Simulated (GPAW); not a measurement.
# Screening of a field by Hf2NS2 MXene monolayer, part 2 of 3

How does Hf2NS2 MXene monolayer screen a perpendicular field?

GPAW 26.7.0; GPAW, PAW setups; layer in a repeated cell with vacuum, relaxation of atoms and in-plane cell (the session's first sound run).

So far, dipole along the normal (e·Å): step 2 (relaxing the atoms) 5.5e-4; step 3 (plane waves, PBE) 3.6e-4.

## 4. Field on

Level of this step: GPAW, PAW setups; slab in vacuum (GPAW).

A uniform field along the normal polarises the slab; the atoms stay fixed, so this is the electronic response alone.

run.py

```python
import json
import numpy as np
from ase import Atoms
from gpaw import GPAW, PW
from gpaw.external import ConstantElectricField

slab = Atoms(
    ['S', 'Hf', 'N', 'Hf', 'S'],
    positions=[
        [-0.00000, 1.95896, 7.00000],
        [1.69652, 0.97948, 8.56495],
        [-0.00000, 0.00000, 9.84956],
        [-0.00000, 1.95896, 11.13418],
        [1.69652, 0.97948, 12.69914]],
    cell=[[3.39303, -0.0, 0.0], [-1.69652, 2.93846, 0.0], [0.0, 0.0, 19.6991]],
    pbc=[True, True, False])

slab.calc = GPAW(mode=PW(500), xc='PBE', kpts={'size': (12, 12, 1), 'gamma': True},
                 occupations={'name': 'fermi-dirac', 'width': 0.05}, nbands='160%',
                 convergence={'density': 1e-05}, maxiter=200,
                 poissonsolver={'dipolelayer': 'xy'},
                 external=ConstantElectricField(-0.2, [0, 0, 1]),
                 symmetry={'tolerance': 1e-3}, txt='slab.txt')
result = {}
energy = slab.get_potential_energy()
fermi = slab.calc.get_fermi_level()
v = slab.calc.get_electrostatic_potential().mean((0, 1)) - fermi
n = slab.calc.get_pseudo_density().mean((0, 1))
L = slab.cell[2, 2]
z = np.arange(len(v)) * L / len(v)
low, high = slab.positions[:, 2].min(), slab.positions[:, 2].max()
below, above = np.interp([low - 4.8, high + 4.8], z, v)
slopes = [np.interp(x, z, np.gradient(v, z)) for x in (low - 4.8, high + 4.8)]
eps = np.array([[slab.calc.get_eigenvalues(k, s) for k in range(len(slab.calc.get_ibz_k_points()))]
                for s in range(slab.calc.get_number_of_spins())]) - fermi
top, bottom = eps[eps < 0].max(), eps[eps > 0].min()
dipole = slab.get_dipole_moment()[2]
print(f'energy {energy:.4f} eV, Fermi level {fermi:.4f} eV, dipole {dipole:.5f} e A')
print(f'potential 4.8 A off the faces, from the Fermi level: lower {below:.4f} eV, upper {above:.4f} eV')
print(f'slope of the potential there: lower {slopes[0]:.5f}, upper {slopes[1]:.5f} eV/A')
print(f'nearest levels on the mesh: {top:.4f} and {bottom:.4f} eV')
print('magnetic moment', round(slab.get_magnetic_moment(), 3))
result.update(energy=energy, fermi=fermi, dipole=dipole, below=below, above=above, slopes=slopes, edges=[top, bottom],
              z=z.tolist(), v=v.tolist(), n=n.tolist(), positions=slab.positions.tolist(),
              forces=slab.get_forces(apply_constraint=False).tolist(), moments=slab.get_magnetic_moments().tolist())
json.dump(result, open('result.json', 'w'))
```

Launch:

```
$ OMP_NUM_THREADS=1 OPENBLAS_NUM_THREADS=1 python run.py
```

What it wrote:

```text
energy -38.8042 eV, Fermi level 0.6056 eV, dipole -0.08187 e A
potential 4.8 A off the faces, from the Fermi level: lower 4.8054 eV, upper 6.2912 eV
slope of the potential there: lower -0.00024, upper 0.00027 eV/A
nearest levels on the mesh: -0.0284 and 0.0164 eV
magnetic moment 0.0
```

Elapsed: 8.3 min, on 1 thread of Intel Xeon Platinum 8259CL at 2.50GHz (Skylake/Cascade Lake), shared host; peak memory 0.55 GiB.

Numbers from this step:

```
dipole along the normal                                         : -0.08187 e·Å
levels nearest the Fermi level on the mesh                      : -0.02839, 0.01644 eV from the Fermi level
potential below the slab, the applied field's own ramp left out : 4.805 eV from the Fermi level
potential above the slab, the applied field's own ramp left out : 6.291 eV from the Fermi level
```

Table of electrostatic potential energy of an electron (without an applied field's), less the Fermi level, planar mean by z:

```
z (Å)  electrostatic potential energy of an electron (without an applied field's), less the Fermi level, planar mean (eV)
  0.0                                                                                                                5.55
  0.5                                                                                                                4.81
  1.0                                                                                                                4.81
  1.5                                                                                                                4.81
  2.0                                                                                                                4.81
  2.5                                                                                                                4.81
  3.0                                                                                                                4.81
  3.5                                                                                                                4.80
  4.0                                                                                                                4.80
  4.5                                                                                                                4.79
  5.0                                                                                                                4.74
  5.5                                                                                                                4.45
  6.0                                                                                                                3.01
  6.5                                                                                                               -3.71
  7.0                                                                                                               -16.4
  7.5                                                                                                               -7.36
  8.0                                                                                                               -10.1
  8.5                                                                                                               -20.6
  9.0                                                                                                               -13.2
  9.5                                                                                                               -7.42
 10.0                                                                                                               -10.1
 10.5                                                                                                               -8.68
 11.0                                                                                                               -19.4
 11.5                                                                                                               -14.3
 12.0                                                                                                               -5.50
 12.5                                                                                                               -12.9
 13.0                                                                                                               -8.29
 13.5                                                                                                                2.73
 14.0                                                                                                                5.56
 14.5                                                                                                                6.14
 15.0                                                                                                                6.26
 15.5                                                                                                                6.28
 16.0                                                                                                                6.29
 16.5                                                                                                                6.29
 17.0                                                                                                                6.29
 17.5                                                                                                                6.29
 18.0                                                                                                                6.29
 18.5                                                                                                                6.29
 19.0                                                                                                                6.29
 19.5                                                                                                                5.97
```

The dipole is now -0.0819 e Å, against 3.6e-4 in the run without a field.

## 5. Field on

run.py: that of step 4 with these lines changed.

```diff
@@ -21,3 +21,3 @@
                  poissonsolver={'dipolelayer': 'xy'},
-                 external=ConstantElectricField(-0.2, [0, 0, 1]),
+                 external=ConstantElectricField(-0.1, [0, 0, 1]),
                  symmetry={'tolerance': 1e-3}, txt='slab.txt')
```

What it wrote:

```text
energy -38.7980 eV, Fermi level 0.6064 eV, dipole -0.04093 e A
potential 4.8 A off the faces, from the Fermi level: lower 5.1754 eV, upper 5.9183 eV
slope of the potential there: lower -0.00025, upper 0.00026 eV/A
nearest levels on the mesh: -0.0284 and 0.0164 eV
magnetic moment 0.0
```

Elapsed: 8.3 min, on 1 thread; peak memory 0.55 GiB.

This step gave:

| Property | Result |
| --- | --- |
| dipole along the normal | -0.04093 e·Å |
| levels nearest the Fermi level on the mesh | -0.02837, 0.01641 eV from the Fermi level |
| potential below the slab, the applied field's own ramp left out | 5.175 eV from the Fermi level |
| potential above the slab, the applied field's own ramp left out | 5.918 eV from the Fermi level |

Table of electrostatic potential energy of an electron (without an applied field's), less the Fermi level, planar mean by z:

```
z (Å)  electrostatic potential energy of an electron (without an applied field's), less the Fermi level, planar mean (eV)
  0.0                                                                                                                5.55
  0.5                                                                                                                5.18
  1.0                                                                                                                5.18
  1.5                                                                                                                5.18
  2.0                                                                                                                5.18
  2.5                                                                                                                5.18
  3.0                                                                                                                5.18
  3.5                                                                                                                5.17
  4.0                                                                                                                5.17
  4.5                                                                                                                5.16
  5.0                                                                                                                5.10
  5.5                                                                                                                4.82
  6.0                                                                                                                3.35
  6.5                                                                                                               -3.40
  7.0                                                                                                               -16.1
  7.5                                                                                                               -7.14
  8.0                                                                                                               -9.93
  8.5                                                                                                               -20.4
  9.0                                                                                                               -13.1
  9.5                                                                                                               -7.38
 10.0                                                                                                               -10.2
 10.5                                                                                                               -8.75
 11.0                                                                                                               -19.5
 11.5                                                                                                               -14.5
 12.0                                                                                                               -5.71
 12.5                                                                                                               -13.1
 13.0                                                                                                               -8.59
 13.5                                                                                                                2.40
 14.0                                                                                                                5.20
 14.5                                                                                                                5.77
 15.0                                                                                                                5.89
 15.5                                                                                                                5.91
 16.0                                                                                                                5.92
 16.5                                                                                                                5.92
 17.0                                                                                                                5.92
 17.5                                                                                                                5.92
 18.0                                                                                                                5.92
 18.5                                                                                                                5.92
 19.0                                                                                                                5.92
 19.5                                                                                                                5.76
```

The dipole is now -0.0409 e Å, against 3.6e-4 in the run without a field.

## 6. In a field

run.py: that of step 5 with these lines changed.

```diff
@@ -21,3 +21,3 @@
                  poissonsolver={'dipolelayer': 'xy'},
-                 external=ConstantElectricField(-0.1, [0, 0, 1]),
+                 external=ConstantElectricField(-0.05, [0, 0, 1]),
                  symmetry={'tolerance': 1e-3}, txt='slab.txt')
```

What it wrote:

```text
energy -38.7965 eV, Fermi level 0.6066 eV, dipole -0.02046 e A
potential 4.8 A off the faces, from the Fermi level: lower 5.3608 eV, upper 5.7322 eV
slope of the potential there: lower -0.00025, upper 0.00026 eV/A
nearest levels on the mesh: -0.0284 and 0.0164 eV
magnetic moment 0.0
```

Wall time 8.4 min (1 thread); peak memory 0.55 GiB.

## 7. Field on

run.py: that of step 6 with these lines changed.

```diff
@@ -21,3 +21,3 @@
                  poissonsolver={'dipolelayer': 'xy'},
-                 external=ConstantElectricField(-0.05, [0, 0, 1]),
+                 external=ConstantElectricField(0.05, [0, 0, 1]),
                  symmetry={'tolerance': 1e-3}, txt='slab.txt')
```

What it wrote:

```text
energy -38.7965 eV, Fermi level 0.6066 eV, dipole 0.02046 e A
potential 4.8 A off the faces, from the Fermi level: lower 5.7322 eV, upper 5.3608 eV
slope of the potential there: lower -0.00026, upper 0.00025 eV/A
nearest levels on the mesh: -0.0284 and 0.0164 eV
magnetic moment 0.0
```

Elapsed: 8.2 min, on 1 thread; peak memory 0.55 GiB.

## 8. Field on

run.py: that of step 7 with these lines changed.

```diff
@@ -21,3 +21,3 @@
                  poissonsolver={'dipolelayer': 'xy'},
-                 external=ConstantElectricField(0.05, [0, 0, 1]),
+                 external=ConstantElectricField(0.1, [0, 0, 1]),
                  symmetry={'tolerance': 1e-3}, txt='slab.txt')
```

What it wrote:

```text
energy -38.7980 eV, Fermi level 0.6064 eV, dipole 0.04093 e A
potential 4.8 A off the faces, from the Fermi level: lower 5.9183 eV, upper 5.1754 eV
slope of the potential there: lower -0.00026, upper 0.00025 eV/A
nearest levels on the mesh: -0.0284 and 0.0164 eV
magnetic moment 0.0
```

Run time: 6.1 min. Hardware: 1 thread; peak memory 0.55 GiB.

The dipole is now 0.0409 e Å, against 3.6e-4 in the run without a field.

## 9. In a field

run.py: that of step 8 with these lines changed.

```diff
@@ -21,3 +21,3 @@
                  poissonsolver={'dipolelayer': 'xy'},
-                 external=ConstantElectricField(0.1, [0, 0, 1]),
+                 external=ConstantElectricField(0.2, [0, 0, 1]),
                  symmetry={'tolerance': 1e-3}, txt='slab.txt')
```

What it wrote:

```text
energy -38.8042 eV, Fermi level 0.6056 eV, dipole 0.08187 e A
potential 4.8 A off the faces, from the Fermi level: lower 6.2911 eV, upper 4.8054 eV
slope of the potential there: lower -0.00027, upper 0.00024 eV/A
nearest levels on the mesh: -0.0284 and 0.0164 eV
magnetic moment 0.0
```

The job ended after 6.4 min (1 thread; peak memory 0.55 GiB).

The dipole is now 0.0819 e Å, against 3.6e-4 in the run without a field.

[end of part 2 of 3]

[Logs are printed without paths, hosts, clocks, repeated set-up lines and the standing remarks that a program may print on its own settings, such as how far it seeks lower states.]

[Hosts, paths, dates, database ids (printed as entryN), source tags and the programs' standing remarks are cut or masked in the printed files.]
